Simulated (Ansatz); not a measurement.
# A bimetallic surface: Ta on Al(111), quarter in the top layer, both faces, part 4 of 4

Wanted: the photoemission signature of Ta on Al(111), quarter in the top layer, both faces. Spin–orbit coupling is left out of the bands throughout.

Ansatz 0.2.0; DFT, PBEsol, plane-wave PAW, default files, scalar-relativistic (the session's first sound run).

So far, work function, upper face (eV): step 2 (the clean face) 4.16; step 3 (relaxing the atoms) 4.23; step 4 (bands by layer) 4.22.

## (6) With r²SCAN

This step: DFT, r2SCAN, plane-wave PAW, default files, scalar-relativistic (Ansatz 0.2.0).

The run is repeated with r²SCAN on the same cell, to see how much the levels hang on the functional.

Contents of input.yaml:

```yaml
crystal:
  lattice:
    - [5.713422792, 0.0, 0.0]
    - [2.856711396, 4.9479692804, 0.0]
    - [0.0, 0.0, 23.3299803501]
  atoms:
    - { symbol: Ta, position: [-0.0014159205, 0.0028318409, 0.6911639295] }
    - { symbol: Al, position: [0.4980846916, 0.0038306168, 0.7029909736] }
    - { symbol: Al, position: [-0.0009455138, 0.5030630747, 0.7033756899] }
    - { symbol: Al, position: [0.4978824391, 0.5030630747, 0.7033756899] }
    - { symbol: Al, position: [0.8323870849, 0.3352258302, 0.5978465158] }
    - { symbol: Al, position: [0.3333008174, 0.3333983653, 0.5975322053] }
    - { symbol: Al, position: [0.8295402366, 0.835907688, 0.5987678069] }
    - { symbol: Al, position: [0.3345520754, 0.835907688, 0.5987678069] }
    - { symbol: Al, position: [0.1666666667, 0.1666666667, 0.5] }
    - { symbol: Al, position: [0.6666666667, 0.1666666667, 0.5] }
    - { symbol: Al, position: [0.1666666667, 0.6666666667, 0.5] }
    - { symbol: Al, position: [0.6666666667, 0.6666666667, 0.5] }
    - { symbol: Al, position: [0.0009462484, -0.0018924968, 0.4021534842] }
    - { symbol: Al, position: [0.500032516, -6.50319e-05, 0.4024677947] }
    - { symbol: Al, position: [0.0037930967, 0.4974256453, 0.4012321931] }
    - { symbol: Al, position: [0.498781258, 0.4974256453, 0.4012321931] }
    - { symbol: Ta, position: [0.8347492538, 0.3305014924, 0.3088360705] }
    - { symbol: Al, position: [0.3352486417, 0.3295027166, 0.2970090264] }
    - { symbol: Al, position: [0.8342788471, 0.8302702586, 0.2966243101] }
    - { symbol: Al, position: [0.3354508943, 0.8302702586, 0.2966243101] }
kpoints:
  mp_grid: { grid: [12, 12, 1] }
scf:
  occupations: { method: fermi_dirac, width: 0.05 }
  n_extra_bands: 20
hamiltonian:
  xc: r2scan
  pseudopotentials: { kind: paw }
output:
  forces: true
  write_potential: true
  volumetric_format: []
  eigenstates:
    kpoints:
      - [0.33333333, -0.33333333, 0.0]
      - [0.25, -0.375, 0.0]
      - [0.16666667, -0.41666667, 0.0]
      - [0.08333333, -0.45833333, 0.0]
      - [0.0, 0.5, 0.0]
      - [-0.08333333, 0.45833333, 0.0]
      # [... 29 more points ...]
      - [0.25, 0.5, 0.0]
      - [0.29166667, -0.41666667, 0.0]
    e_range: [-8.0, 4.0]
    unfold:
      supercell_matrix: [[2, 0, 0], [0, 2, 0], [0, 0, 1]]
      layers:
        axis: 3
        edges: [0.125171, 0.42685, 0.42695, 0.573284, 0.573384, 0.874827]
```

Run with:

```console
$ ansatz run input.yaml --threads 4 --pin off --max-ram 12288MiB --backend cpu --events-out ev --progress --plain --runs-dir out
```

Numbers of over 12 decimals in the logs are rounded to 6 here.

What it wrote:

```text
[...]
Crystal: 20 atoms, lattice volume = 659.535 Å³
Basis set: ecut = 500 eV, 16777 PW (Γ), exchange–correlation on 180×180×720 points (64 copies of the dense FFT grid, shifted against one another)
Bands: 60, of which v1, the nominal top of the filled ones, is band 40 counted from 1 (39 counted from 0)
Symmetry: 4 space group operations
[...]
k-points: 43 of 144
[...]
SCF iter   1: F=—  HF=-29613.019904 eV  |F-HF|=—  |Δ(HF+E_count)|=         —  Δρ=4.26e-3  dr2=3.17e-1  dr2_τ=1.08e-1  ethr=1.77e-3  ⟨swp⟩=8.9  Hψ=14530  notcnv=0  defer=113
[...]
SCF iter   8: F=-29613.181121 eV  HF=-29613.181121 eV  |F-HF|=5.24e-10  |Δ(HF+E_count)|=   3.18e-8  Δρ=8.71e-7  dr2=1.11e-8  dr2_τ=3.70e-10  ethr=1.25e-10  ⟨swp⟩=29.9  Hψ=25519  notcnv=0
SCF 1 converged in 8 iterations: F = -29613.181121 eV  dr2 = 1.11e-8
[...]
SCF converged after 8 iterations
Free energy (F): -29613.181121 eV
[...]
Internal energy: -29613.115368 eV  (E = F + TS)
E sigma→0 (E₀):  -29613.148244 eV
Entropy (-TS):   -0.065753 eV (-3.288 meV/atom)
Fermi energy:    2.582496 eV
[...]
--- Forces (eV/Å), atoms counted from 1 ---
  atom   1  Ta     0.00000000    -0.03120388     0.11219816
  atom   2  Al     0.00000000    -0.00077311    -0.07714238
  atom   3  Al     0.00102392     0.00679801    -0.06830055
  atom   4  Al    -0.00102392     0.00679801    -0.06830055
  atom   5  Al     0.00000000     0.02392340     0.01096205
  atom   6  Al     0.00000000     0.00586964     0.11305231
  atom   7  Al    -0.02714712    -0.00459988     0.00692915
  atom   8  Al     0.02714712    -0.00459988     0.00692915
  atom   9  Al     0.12152391     0.00000000     0.00000000
  atom  10  Al    -0.12152391    -0.00000000    -0.00000000
  atom  11  Al    -0.00000000    -0.10784949    -0.15653944
  atom  12  Al     0.00000000     0.10784949     0.15653944
  atom  13  Al    -0.00000000    -0.02392340    -0.01096205
  atom  14  Al    -0.00000000    -0.00586964    -0.11305231
  atom  15  Al     0.02714712     0.00459988    -0.00692915
  atom  16  Al    -0.02714712     0.00459988    -0.00692915
  atom  17  Ta    -0.00000000     0.03120388    -0.11219816
  atom  18  Al     0.00000000     0.00077311     0.07714238
  atom  19  Al    -0.00102392    -0.00679801     0.06830055
  atom  20  Al     0.00102392    -0.00679801     0.06830055
  max |Σ_I F_I| component: 2.78e-17 eV/Å
--- Band table (eV; the first three rows and the last of 43) ---
  k-point 0: bands = [... 36 lower, 1.3479, 1.6351, 1.6905, 1.7011, 1.8518, 2.1551, 2.3130, 2.7983, ... 16 higher]
  k-point 1: bands = [... 36 lower, 1.3227, 1.3921, 1.5948, 1.6770, 1.9171, 2.1101, 2.4599, 2.8833, ... 16 higher]
  k-point 2: bands = [... 36 lower, 1.2507, 1.4888, 1.5412, 1.8947, 1.9515, 2.2546, 2.5052, 3.1583, ... 16 higher]
  k-point 42: bands = [... 36 lower, 2.2469, 2.5648, 2.6448, 2.8671, 2.8846, 2.9386, 3.0005, 3.4873, ... 16 higher]
```

Elapsed: 93 s, on 4 threads of Intel Xeon 6975P-C (Granite Rapids), shared host; peak memory 3.9 GiB; 6 min of CPU time.

This step gave:

- free energy: -29613.1811 eV
- energy at zero smearing: -29613.1482 eV
- smearing term TS: 0.06575 eV
- Fermi energy: 2.582 eV
- symmetry operations: 4
- work function, upper face: 4.178 eV
- work function, lower face: 4.178 eV

A(k,E), total over k along the path and E. Zero: Fermi level.

Ten even steps from '0' (0.05 eV⁻¹) to '9' (3.35 eV⁻¹), each cell a mean:
```
334445521223332211223444355453
224333422122332123433455545642
245544221111111221243222343342
864455521111001123333322244448
554345321111111112323233334355
444564321211111113432233224344
533443222111111112332222223545
235452122211111121243222223432
233621001233222221143344443531
767432111112221100016443444477
888622111011001111234444445678
697332210000000001102543444466
873221122100000012113333333458
942212102332223321021342333559
322121200012221000211244346464
132221120000000001111156654631
013112013100000022012124467200
011211100231112310121227641000
002222210012321000112231000000
000222121000000002121210000000
000221102100000121111210000000
000132120232113301212200000000
```
Columns: k along the path (Å⁻¹) from 0 to 3.47; rows upwards: E (eV) from -7.7 to 3.7.

Peaks of A(k,E) at the labelled points: for each region the eleven nearest the zero at most, each over 6 % of that point's highest, less those above the energy where the solved bands run out; weight and spread sum the levels within three half widths or 0.3 eV, so near peaks share levels. Peaks of the spectral function, the first 40 of 95 rows:

```csv
point,weight on,E (eV),A (1/eV),weight near the peak,rms spread of levels (eV)
K,total,-3.28,5.591,2.896,0.134
K,total,-2.62,3.636,2.362,0.183
K,total,-2.18,2.124,1.863,0.186
K,total,-1.52,4.581,3.069,0.197
K,total,-1.12,1.988,2.572,0.173
K,total,-0.24,1.046,0.703,0.207
K,total,0.48,2.343,1.969,0.254
K,total,0.74,1.831,1.575,0.188
K,total,1.8,4.295,2.914,0.17
K,total,2.8,0.809,0.469,0.216
K,total,3.3,0.962,0.553,0.195
K,top,-2.6,1.49,1.015,0.183
K,top,-2.18,0.88,0.825,0.186
K,top,-1.52,1.581,1.073,0.202
K,top,-1.12,0.737,0.905,0.178
K,top,-0.24,0.425,0.289,0.207
K,top,0.2,0.586,0.457,0.146
K,top,0.48,0.868,0.756,0.258
K,top,0.74,0.712,0.599,0.189
K,top,1.8,1.628,1.088,0.168
K,top,2.8,0.35,0.214,0.216
K,top,3.28,0.412,0.244,0.197
K,middle,-3.28,3.202,1.673,0.104
K,middle,-2.76,0.745,0.292,0.102
K,middle,-2.18,0.362,0.211,0.188
K,middle,-1.52,1.415,0.921,0.182
K,middle,-0.24,0.195,0.125,0.201
K,middle,0.48,0.605,0.457,0.239
K,middle,1.8,1.035,0.735,0.176
Γ,total,-3.62,2.139,1.02,0.035
Γ,total,-2.5,0.298,0.151,0.19
Γ,total,-1.22,1.328,0.962,0.187
Γ,total,-0.9,1.2,0.99,0.184
Γ,total,-0.32,0.885,0.479,0.149
Γ,total,0.22,0.619,0.234,0.138
Γ,total,0.68,0.823,0.352,0.056
Γ,total,1.38,0.968,0.449,0.065
Γ,total,2.06,0.315,0.059,0
Γ,total,2.62,1.046,0.459,0.058
Γ,total,3.14,1.861,0.825,0.055
```

The planar mean, electrostatic potential oscillates, so the rows of the table below give means over windows of 2.2 Å about each position, cut where the curve ends. Its maxima inside the range that stand out by 2 % of the span (Å: eV): 8.3: -0.704, 10.5: -0.702, 12.8: -0.702, 15.0: -0.704. Its minima: 7.1: -10.8, 9.5: -7.41, 11.7: -7.52, 13.9: -7.41, 16.2: -10.8.

From the Fermi level. The planar mean, electrostatic potential by z; means over each step:

```csv
z (Å),"planar mean, electrostatic potential (eV)"
1.10,4.18
3.30,4.16
5.50,0.983
7.70,-5.89
9.90,-4.73
12.10,-4.82
14.30,-4.79
16.50,-6.15
18.70,3.71
20.90,4.18
23.10,4.18
```

Levels are drawn here with a half width of 0.15 eV, so heights of A(k,E) don't compare between steps with other widths.

Side by side:

```csv
quantity,this run,base run,difference
"work function, upper face (eV)",4.1776,4.2238,-0.0462
"work function, lower face (eV)",4.1776,4.2238,-0.0462
```

One result that differs is the work function, upper face, 4.18 eV against 4.22 eV.

## (7) Results

```yaml
work_function: 4.22 eV
change_from_the_clean_face: +0.06 eV
ta_5d_centre_of_the_filled_part_above_minus_10_ev_from_the_plotted_curve_layer_1: -1.92 eV
al_core_shifts_among_the_listed_atoms_from_the_last_listed_one: -0.06 to +0.10 eV
```

What this shows: The Fermi level of Ta on Al(111), quarter in the top layer, both faces lies 4.22 eV below the vacuum, a change of +0.06 eV from the clean face. Only the strongest levels a point were stored, too few to count surface states. Core shifts: Al -0.06 to +0.10 eV. Among the sites run, the most bound Al 2p level is that of Al4 (layer 1), tied with Al3, bonded to 7 Al and 2 Ta; the least bound, 0.15 eV shallower, that of Al5 (layer 2), bonded to 11 Al and 1 Ta. At 21.2 eV the valence spectrum has its highest listed peaks within 10.8 eV at 0.8 eV (Ta 5d) and 1.5 eV (Ta 5d). At 1486.7 eV the valence spectrum has its highest listed peaks within 12.2 eV at 0.8 eV (Ta 5d) and 1.6 eV (Ta 5d). The shell named is the one with most of the intensity, cross sections included, not always the one with most states there. With r²SCAN, the work function moves from 4.22 to 4.18 eV. Spin–orbit coupling is left out, which matters for the heavy atoms here. The slab's own atoms span 9.5 Å, so bulk bands appear as a few quantum-well levels, and states of the two faces can mix.

[Logs are printed without paths, hosts, clocks, repeated set-up lines and the standing remarks that a program may print on its own settings, such as how far it seeks lower states.]

[Hosts, paths, dates, database ids (printed as entryN), source tags and the programs' standing remarks are cut or masked in the printed files.]

[Maps of the electrostatic potential energy from Ansatz leave out the sawtooth potential of an applied field or a dipole correction, so their vacuum need not be flat; work functions include it.]
